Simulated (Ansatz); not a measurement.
# The perfect GaAs wire along [110], 6 atoms a period, H-terminated, part 2 of 3

Wanted: the relaxed geometry and the bands of the GaAs wire along [110], 6 atoms a period, H-terminated.

Ansatz 0.2.0; DFT PBE, plane waves, PAW; relaxation of a wire's period; PAW set soft_1 (the session's first sound run).

So far. Step 2 (Relaxation of atoms and period): The cell's length comes to 4.262 Å with spin left out.

**3. The perfect wire**

This step: DFT PBE, plane waves, PAW; bands of a perfect wire; PAW set soft_1 (Ansatz 0.2.0).

At the relaxed period the bands are computed along the axis; those that cross an energy going forward count the channels that a perfect wire would open there.

input.yaml

```yaml
crystal:
  lattice:
    - [12.92, 0.0, 0.0]
    - [0.0, 13.446, 0.0]
    - [0.0, 0.0, 4.262189217]
  atoms:
    - { symbol: H, position: [0.368564898, 0.245178057, 0.0] }
    - { symbol: Ga, position: [0.445250391, 0.33520534, 0.0] }
    - { symbol: H, position: [0.735522981, 0.5, 0.180685077] }
    - { symbol: H, position: [0.271159391, 0.5, 0.264076694] }
    - { symbol: As, position: [0.547841116, 0.640488937, 0.5] }
    - { symbol: As, position: [0.547841116, 0.359511063, 0.5] }
    - { symbol: H, position: [0.612297482, 0.735493611, 0.5] }
    - { symbol: H, position: [0.612297482, 0.264506389, 0.5] }
    - { symbol: Ga, position: [0.678938918, 0.5, 0.5] }
    - { symbol: H, position: [0.271159391, 0.5, 0.735923306] }
    - { symbol: H, position: [0.735522981, 0.5, 0.819314923] }
    - { symbol: As, position: [0.350191104, 0.5, 0.0] }
    - { symbol: H, position: [0.368564898, 0.754821943, 0.0] }
    - { symbol: Ga, position: [0.445250391, 0.66479466, 0.0] }
kpoints:
  mp_grid: { grid: [1, 1, 19] }
  band_path: { path: ["Γ", Z], npoints: 90 }
scf:
  occupations: { method: fermi_dirac, width: 0.05 }
hamiltonian:
  xc: pbe
  pseudopotentials: { kind: paw, azcp: { folder: soft_1 } }
output:
  dos: { e_range: [-5, 4] }
  write_potential: true
  write_density: true
  volumetric_format: npy
```

Command:

```sh
> ansatz run input.yaml --threads 4 --pin off --max-ram 16384MiB --backend cpu --events-out ev --progress --plain --runs-dir out
```

Numbers of over 12 decimals in the logs are rounded to 6 here.

What it wrote:

```text
[...]
Crystal: 14 atoms, lattice volume = 740.437 Å³
Basis set: ecut = 420 eV, 14457 PW (Γ)
Bands: 60, of which v1, the nominal top of the filled ones, is band 46 counted from 1 (45 counted from 0)
Symmetry: 4 space group operations
[...]
k-points: 10 of 19
[...]
SCF iter   1: F=—  HF=-26045.996536 eV  |F-HF|=—  |Δ(HF+E_count)|=         —  Δρ=3.28e-2  dr2=7.60e0  ethr=3.10e-3  ⟨swp⟩=8.0  Hψ=2722  notcnv=0  defer=3
[...]
SCF iter  10: F=-26043.565341 eV  HF=-26043.565341 eV  |F-HF|=8.96e-9  |Δ(HF+E_count)|=   2.07e-8  Δρ=1.63e-6  dr2=2.23e-8  ethr=1.09e-10  ⟨swp⟩=3.9  Hψ=1660  notcnv=0
SCF 1 converged in 10 iterations: F = -26043.565341 eV  dr2 = 2.23e-8
[...]
NSCF: frozen V_eff on 91 k-points
WARN: The output density's exchange-correlation potential varies sharply where the density is thin. Do not read a vacuum level from v_tot or v_xc, or from such a field of the output density. On a cell that repeats whose density bears no net charge and no dipole along the vacuum's axis use v_es (v_loc + v_h of the components); under efield.dipole_correction with no amplitude use v_es + v_field, which holds any externa [...]
SCF converged after 10 iterations
Free energy (F): -26043.565341 eV
[...]
Internal energy: -26043.565341 eV  (E = F + TS)
E sigma→0 (E₀):  -26043.565341 eV
Entropy (-TS):   -0.000000 eV (-0.000 meV/atom)
Fermi energy:    -1.545877 eV
[...]
--- Band table (eV; the first three rows and the last of 10) ---
  k-point 0: bands = [... 42 lower, -3.9020, -3.6740, -3.5816, -2.3218, -0.7473, -0.7397, 0.1960, 0.8318, ... 10 higher]
  k-point 1: bands = [... 42 lower, -3.8890, -3.6999, -3.6726, -2.4252, -0.5731, -0.5673, 0.2505, 0.8359, ... 10 higher]
  k-point 2: bands = [... 42 lower, -3.9682, -3.9460, -3.6939, -2.6559, -0.1529, -0.1205, 0.3982, 0.8389, ... 10 higher]
  k-point 9: bands = [... 42 lower, -4.6074, -4.2809, -4.1056, -3.7134, 0.0404, 0.9017, 1.2088, 1.3598, ... 10 higher]
```

It took 82 s on 4 threads of Arm Neoverse V1, shared host; peak memory 2.5 GiB; 5.4 min of CPU time.

This step gave:

```
band gap : 1.575 eV
```

Electronic bands along the path, in eV, zero at the Fermi level:

```csv
point,band 43,band 44,band 45,band 46,band 47,band 48,band 49,band 50
Γ,-2.36,-2.13,-2.04,-0.78,0.80,0.81,1.74,2.38
halfway,-3.04,-2.69,-2.27,-1.68,2.07,2.49,2.75,2.83
Z,-3.06,-2.74,-2.57,-2.18,1.58,2.45,2.77,2.91
```

The gap is 1.57 eV, with spin left out.

On this path the gap is direct, 1.57 eV, with the valence top at Γ and the conduction bottom at Γ.

**4. Another level of theory, cutoff 500 eV, k-mesh 1×1×15**

This step: DFT r2SCAN, plane waves, PAW; bands of a perfect wire at the PBE geometry; PAW set soft_1 (Ansatz 0.2.0).

The atoms stay at the PBE geometry and the functional changes. r2SCAN also reads the kinetic-energy density; it often gives larger moments and wider gaps than PBE, at a higher cost. Against the first PBE run of this kind, the cutoff is 500 eV against 420 and the mesh along the wire has 15 points against 19.

Changes to input.yaml since step 3:

```diff
@@ -21,3 +21,3 @@
 kpoints:
-  mp_grid: { grid: [1, 1, 19] }
+  mp_grid: { grid: [1, 1, 15] }
   band_path: { path: ["Γ", Z], npoints: 90 }
@@ -26,8 +26,3 @@
 hamiltonian:
-  xc: pbe
+  xc: r2scan
   pseudopotentials: { kind: paw, azcp: { folder: soft_1 } }
-output:
-  dos: { e_range: [-5, 4] }
-  write_potential: true
-  write_density: true
-  volumetric_format: npy
```

What it wrote:

```text
[...]
Crystal: 14 atoms, lattice volume = 740.437 Å³
Basis set: ecut = 500 eV, 18821 PW (Γ), exchange–correlation on 384×400×128 points (64 copies of the dense FFT grid, shifted against one another)
Bands: 60, of which v1, the nominal top of the filled ones, is band 46 counted from 1 (45 counted from 0)
Symmetry: 4 space group operations
[...]
k-points: 8 of 15
[...]
--- Band table (eV; the first three rows and the last of 8) ---
  k-point 0: bands = [... 42 lower, -4.1603, -3.9201, -3.8331, -2.5164, -0.6445, -0.6146, 0.4372, 1.0988, ... 10 higher]
  k-point 1: bands = [... 42 lower, -4.1607, -4.0082, -3.9259, -2.6725, -0.3623, -0.3482, 0.5302, 1.1066, ... 10 higher]
  k-point 2: bands = [... 42 lower, -4.3366, -4.3127, -3.9575, -2.9900, 0.2858, 0.3044, 0.7669, 1.1000, ... 10 higher]
  k-point 7: bands = [... 42 lower, -4.9141, -4.5696, -4.3626, -3.9495, 0.1518, 1.1241, 1.4177, 1.5314, ... 10 higher]
[key lines of the parts left out:]
SCF converged after 9 iterations
Free energy (F): -26091.467176 eV
Fermi energy:    -1.589476 eV
```

Elapsed: 2.1 min, on 4 threads; peak memory 4 GiB; 8.2 min of CPU time.

Numbers from this step:

| Property | Result |
| --- | --- |
| band gap | 1.872 eV |

The gap is 1.87 eV, against 1.57 eV under PBE at the relaxed period.

**5. Another level of theory, level HSE06, cutoff 420 eV**

This step: DFT HSE06, plane waves, PAW; levels of a perfect wire at the PBE geometry; PAW set soft_1 (Ansatz 0.2.0).

The atoms stay at the PBE geometry and the functional changes. HSE06 mixes in a quarter of short-range exact exchange, which removes part of the self-interaction that closes gaps; it is dear, so the mesh is thinner and no path is run. Against the first PBE run of this kind, the mesh along the wire has 8 points against 19.

Changes to input.yaml since step 4:

```diff
@@ -21,4 +21,3 @@
 kpoints:
-  mp_grid: { grid: [1, 1, 15] }
-  band_path: { path: ["Γ", Z], npoints: 90 }
+  mp_grid: { grid: [1, 1, 8] }
 scf:
@@ -26,3 +25,3 @@
 hamiltonian:
-  xc: r2scan
+  xc: hse06
   pseudopotentials: { kind: paw, azcp: { folder: soft_1 } }
```

What it wrote:

```text
[...]
Crystal: 14 atoms, lattice volume = 740.437 Å³
Basis set: ecut = 420 eV, 14457 PW (Γ)
Bands: 60, of which v1, the nominal top of the filled ones, is band 46 counted from 1 (45 counted from 0)
Symmetry: 4 space group operations
[...]
k-points: 5 of 8
[...]
SCF iter   6: F=-26043.568226 eV  HF=-26043.568328 eV  |F-HF|=1.01e-4  |Δ(HF+E_count)|=   5.23e-5  Δρ=1.41e-4  dr2=1.25e-4  ethr=2.06e-6  ⟨swp⟩=3.2  Hψ=680  notcnv=0
[...]
Fermi energy:    -1.669425 eV
[...]
--- Band table (eV; the first three rows and the last of 5) ---
  k-point 0: bands = [... 42 lower, -4.4858, -4.2458, -4.0896, -2.8973, -0.4154]
  k-point 1: bands = [... 42 lower, -4.6243, -4.5771, -4.2789, -3.3234, 0.4244]
  k-point 2: bands = [... 42 lower, -5.2147, -4.8466, -4.4003, -3.8110, 0.8885]
  k-point 4: bands = [... 42 lower, -5.2808, -4.9099, -4.6998, -4.3050, 0.3808]
  guard bands above this table: 13 of the run's 60 bands. The solve was not asked for them (output.publish_guard_bands: true or output.eigenvalues: true publishes all)
[key lines of the parts left out:]
Free energy (F): -26048.885817 eV
```

Elapsed: 2.1 min, on 4 threads; peak memory 9.9 GiB; 7.9 min of CPU time.

Numbers from this step:

| Property | Result |
| --- | --- |
| band gap | 2.482 eV |

The gap is 2.48 eV, against 1.57 eV under PBE at the relaxed period.

**6. With spin-orbit coupling, k-mesh 1×1×12**

This step: DFT PBE, plane waves, fully relativistic PAW; bands of a perfect wire with spin-orbit coupling; PAW set soft_1 (Ansatz 0.2.0).

Spin-orbit coupling mixes the spins and splits bands that cross or touch without it, so it can open or close channels. Fully relativistic datasets take the place of the scalar ones. Against the first PBE run of this kind, the mesh along the wire has 12 points against 19.

Changes to input.yaml since step 5:

```diff
@@ -21,3 +21,4 @@
 kpoints:
-  mp_grid: { grid: [1, 1, 8] }
+  mp_grid: { grid: [1, 1, 12] }
+  band_path: { path: ["Γ", Z], npoints: 90 }
 scf:
@@ -25,3 +26,6 @@
 hamiltonian:
-  xc: hse06
-  pseudopotentials: { kind: paw, azcp: { folder: soft_1 } }
+  xc: pbe
+  pseudopotentials: { kind: paw_fr, azcp: { folder: soft_1 } }
+magnetization:
+  noncollinear: true
+  spin_orbit: true
```

What it wrote:

```text
[...]
non-collinear run that drives no moment, with spin-orbit: no starting moment large enough to seed its density (crystal.atoms[].spin), no starting occupations that ask for one, no magnetisation constraint and no magnetic field, so the semilocal B_xc is pinned to zero
Crystal: 14 atoms, lattice volume = 740.437 Å³
Basis set: ecut = 420 eV, 14457 PW (Γ)
[...]
k-point 0: bands = [... 88 lower, -3.5495, -3.5495, -2.3214, -2.3214, -0.7469, -0.7469, -0.7398, -0.7398, ... 24 higher]
  k-point 1: bands = [... 88 lower, -3.6746, -3.6575, -2.5716, -2.5333, -0.3563, -0.3439, -0.3374, -0.3206, ... 24 higher]
  k-point 2: bands = [... 88 lower, -3.7306, -3.7219, -2.9664, -2.9102, 0.4636, 0.4783, 0.5230, 0.5620, ... 24 higher]
  k-point 6: bands = [... 88 lower, -4.1110, -4.1110, -3.7206, -3.7206, 0.0352, 0.0352, 0.8988, 0.8988, ... 24 higher]
[key lines of the parts left out:]
SCF converged after 10 iterations
Magnetization: |M| = 0.0000 μB,  M = (+0.0000, +0.0000, +0.0000) μB
Free energy (F): -26044.183583 eV
Fermi energy:    -1.549260 eV
```

Elapsed: 11 min, on 4 threads; peak memory 8.9 GiB; 44 min of CPU time.

This step gave:

| Property | Result |
| --- | --- |
| band gap | 1.574 eV |

The gap is 1.57 eV, against 1.57 eV under PBE at the relaxed period, with no moment.

**7. The ladder**

Times are for 4 threads of Arm Neoverse V1, shared host. Results by setting:

```csv
no.,run,band gap (eV),time,memory (GiB)
1,lead,1.575,82 s,2.5
2,levels,1.872,2.1 min,4.0
3,levels,2.482,2.1 min,9.9
4,SOC,1.574,11 min,8.9
```

**8. At a strained period, period over the relaxed period 0.94**

This step: DFT PBE, plane waves, PAW; relaxation at a fixed period; PAW set soft_1 (Ansatz 0.2.0).

The period is set to 0.94 times the relaxed one and the atoms relax within it: strain changes bond lengths and angles, which shifts the bands against each other. Against the first PBE run of this kind, the mesh along the wire has 15 points against 19.

The cell differs from the one that the last finished run ended in (c 4.262 → 4.006 Å).

Changes to input.yaml since step 6:

```diff
@@ -4,3 +4,3 @@
     - [0.0, 13.446, 0.0]
-    - [0.0, 0.0, 4.262189217]
+    - [0.0, 0.0, 4.006457864]
   atoms:
@@ -21,3 +21,3 @@
 kpoints:
-  mp_grid: { grid: [1, 1, 12] }
+  mp_grid: { grid: [1, 1, 15] }
   band_path: { path: ["Γ", Z], npoints: 90 }
@@ -27,5 +27,7 @@
   xc: pbe
-  pseudopotentials: { kind: paw_fr, azcp: { folder: soft_1 } }
-magnetization:
-  noncollinear: true
-  spin_orbit: true
+  pseudopotentials: { kind: paw, azcp: { folder: soft_1 } }
+relax:
+  max_steps: 40
+  f_tol: 0.02
+output:
+  stress: true
```

What it wrote:

```text
Warning: output.stress: scf.convergence.dr2_threshold = 1e-7 eV (the SCF's general default) is looser than the 1.4e-9 eV advised for a printed stress (1e-10 eV for each atom of the cell: 14). What an SCF threshold leaves in a stress goes as its square root, and in the free energy as the threshold itself, and one threshold admits the most on a small cell: [figures from the program's tests cut] Every solve of this run  [...]
[...]
Crystal: 14 atoms, lattice volume = 696.011 Å³
Basis set: ecut = 420 eV, 13611 PW (Γ), exchange–correlation on 180×180×54 points (8 copies of the dense FFT grid, shifted against one another)
Bands: 60, of which v1, the nominal top of the filled ones, is band 46 counted from 1 (45 counted from 0)
Symmetry: 4 space group operations
[...]
k-points: 8 of 15
[...]
SCF iter   1: F=—  HF=-26045.801815 eV  |F-HF|=—  |Δ(HF+E_count)|=         —  Δρ=3.50e-2  dr2=7.95e0  ethr=3.10e-3  ⟨swp⟩=7.9  Hψ=2201  notcnv=0  defer=2
[...]
SCF iter   8: F=-26043.209806 eV  HF=-26043.209804 eV  |F-HF|=1.35e-6  |Δ(HF+E_count)|=   3.08e-6  Δρ=1.31e-5  dr2=8.93e-7  ethr=1.09e-8  ⟨swp⟩=4.0  Hψ=1539  notcnv=0
SCF 1 converged in 8 iterations: F = -26043.209806 eV  dr2 = 8.93e-7
[...]
relax step   1: F+E_penalty+E_count = -26043.20980560 eV  Δ(F+E_penalty+E_count) = +0.000e0 eV  max|allowed force component| = 9.736e-1 eV/Å  Δτ_max = 0.0000 Å  (8 SCF iters, dr2 threshold 1.00e-5 eV, accepted)
[...]
SCF iter   5: F=-26043.336405 eV  HF=-26043.336411 eV  |F-HF|=5.79e-6  |Δ(HF+E_count)|=   1.96e-5  Δρ=3.06e-5  dr2=7.27e-6  ethr=6.44e-8  ⟨swp⟩=4.0  Hψ=1511  notcnv=0
SCF 2 converged in 5 iterations: F = -26043.336405 eV  dr2 = 7.27e-6
relax step   2: F+E_penalty+E_count = -26043.33640546 eV  Δ(F+E_penalty+E_count) = -1.266e-1 eV  max|allowed force component| = 4.548e-1 eV/Å  Δτ_max = 0.0740 Å  (5 SCF iters, dr2 threshold 5.92e-5 eV, accepted)
SCF iter   1: F=—  HF=-26043.351334 eV  |F-HF|=—  |Δ(HF+E_count)|=         —  Δρ=1.68e-3  dr2=1.07e-2  ethr=1.44e-4  ⟨swp⟩=4.2  Hψ=949  notcnv=0  defer=60
[...]
SCF iter   5: F=-26043.349624 eV  HF=-26043.349625 eV  |F-HF|=1.39e-6  |Δ(HF+E_count)|=   1.01e-6  Δρ=1.62e-5  dr2=1.87e-6  ethr=1.41e-8  ⟨swp⟩=4.0  Hψ=1430  notcnv=0
SCF 3 converged in 5 iterations: F = -26043.349624 eV  dr2 = 1.87e-6
relax step   3: F+E_penalty+E_count = -26043.34962395 eV  Δ(F+E_penalty+E_count) = -1.322e-2 eV  max|allowed force component| = 5.299e-2 eV/Å  Δτ_max = 0.0449 Å  (5 SCF iters, dr2 threshold 1.29e-5 eV, accepted)
SCF iter   1: F=—  HF=-26043.352052 eV  |F-HF|=—  |Δ(HF+E_count)|=         —  Δρ=9.62e-4  dr2=3.77e-3  ethr=3.64e-5  ⟨swp⟩=3.0  Hψ=843  notcnv=0  defer=60
[...]
SCF iter   6: F=-26043.351340 eV  HF=-26043.351340 eV  |F-HF|=1.32e-8  |Δ(HF+E_count)|=   5.90e-8  Δρ=2.19e-6  dr2=4.05e-8  ethr=1.09e-10  ⟨swp⟩=5.0  Hψ=1624  notcnv=0
SCF 4 converged in 6 iterations: F = -26043.351340 eV  dr2 = 4.05e-8
relax step   4: F+E_penalty+E_count = -26043.35134018 eV  Δ(F+E_penalty+E_count) = -1.716e-3 eV  max|allowed force component| = 1.502e-2 eV/Å  Δτ_max = 0.0199 Å  (6 SCF iters, accepted)
[...]
the band table was solved once a step of the walk had ended and its energy, with any forces and stress, was formed, with the checks that follow a solve (2695 applications of the Hamiltonian). They found nothing against the state; the energy, forces and stress were not computed again (output.eigenvalues in the input reference)
[...]
SCF converged after 6 iterations
Free energy (F): -26043.351340 eV
[...]
Internal energy: -26043.351340 eV  (E = F + TS)
E sigma→0 (E₀):  -26043.351340 eV
Entropy (-TS):   -0.000000 eV (-0.000 meV/atom)
Fermi energy:    -0.757037 eV
[...]
--- Forces (eV/Å), atoms counted from 1 ---
  atom   1  H     -0.00081757    -0.00617472     0.00000000
  atom   2  Ga    -0.00182972     0.01194441     0.00000000
  atom   3  H      0.00553257    -0.00000000     0.00210322
  atom   4  H      0.01335194    -0.00000000     0.00391660
  atom   5  As     0.00246466     0.00170215    -0.00000000
  atom   6  As     0.00246466    -0.00170215    -0.00000000
  atom   7  H     -0.00416045    -0.00295315     0.00000000
  atom   8  H     -0.00416045     0.00295315     0.00000000
  atom   9  Ga    -0.01502283     0.00000000     0.00000000
  atom  10  H      0.01335194    -0.00000000    -0.00391660
  atom  11  H      0.00553257    -0.00000000    -0.00210322
  atom  12  As    -0.01405310     0.00000000     0.00000000
  atom  13  H     -0.00081757     0.00617472     0.00000000
  atom  14  Ga    -0.00182972    -0.01194441     0.00000000
  max |Σ_I F_I| component: 6.93e-6 eV/Å
--- Stress (GPa, compression-positive) ---
       -0.017604       0.000000      -0.000000
        0.000000      -0.000539       0.000000
       -0.000000       0.000000       1.650384
  P = ⅓ Tr σ = 0.5441 GPa (5.441 kbar)
--- Band table (eV; the first three rows and the last of 8) ---
  k-point 0: bands = [... 42 lower, -3.7005, -3.2916, -2.9967, -1.4491, 0.0187, 0.0341, 0.3455, 0.9108, ... 10 higher]
  k-point 1: bands = [... 42 lower, -3.7027, -3.4864, -3.2362, -1.6942, 0.3101, 0.3387, 0.4492, 0.9305, ... 10 higher]
  k-point 2: bands = [... 42 lower, -3.8849, -3.7350, -3.7095, -2.1877, 0.6730, 0.8833, 0.9621, 0.9904, ... 10 higher]
  k-point 7: bands = [... 42 lower, -4.6232, -4.0643, -4.0262, -3.5748, -0.0053, 1.0439, 1.2605, 1.4459, ... 10 higher]
--- Relaxed structure (4 steps of the walk, 4 accepted, 0 SCFs on fresh bases) ---
  F+E_penalty+E_count = -26043.35134018 eV   max|allowed force component| = 1.502e-2 eV/Å
  atoms:
    - { symbol: H, position: [0.363727, 0.246159, 8.103473892194074e-19] }
    - { symbol: Ga, position: [0.442114, 0.334564, 5.058548857395544e-19] }
    - { symbol: H, position: [0.741621, 0.5, 0.170386] }
    - { symbol: H, position: [0.268003, 0.5, 0.276974] }
    - { symbol: As, position: [0.551073, 0.640479, 0.5] }
    - { symbol: As, position: [0.551073, 0.359521, 0.5] }
    - { symbol: H, position: [0.613889, 0.736422, 0.5] }
    - { symbol: H, position: [0.613889, 0.263578, 0.5] }
    - { symbol: Ga, position: [0.681476, 0.5, 0.5] }
    - { symbol: H, position: [0.268003, 0.5, 0.723026] }
    - { symbol: H, position: [0.741621, 0.5, 0.829614] }
    - { symbol: As, position: [0.348071, 0.5, 3.2384963785929153e-19] }
    - { symbol: H, position: [0.363727, 0.753841, 8.103473892194065e-19] }
    - { symbol: Ga, position: [0.442114, 0.665436, 5.058548857395533e-19] }
```

Elapsed: 88 s, on 4 threads; peak memory 2.4 GiB.

[end of part 2 of 3]

[Logs are printed without paths, hosts, clocks, repeated set-up lines and the standing remarks that a program may print on its own settings, such as how far it seeks lower states.]

[Hosts, paths, dates, database ids (printed as entryN), source tags and the programs' standing remarks are cut or masked in the printed files.]
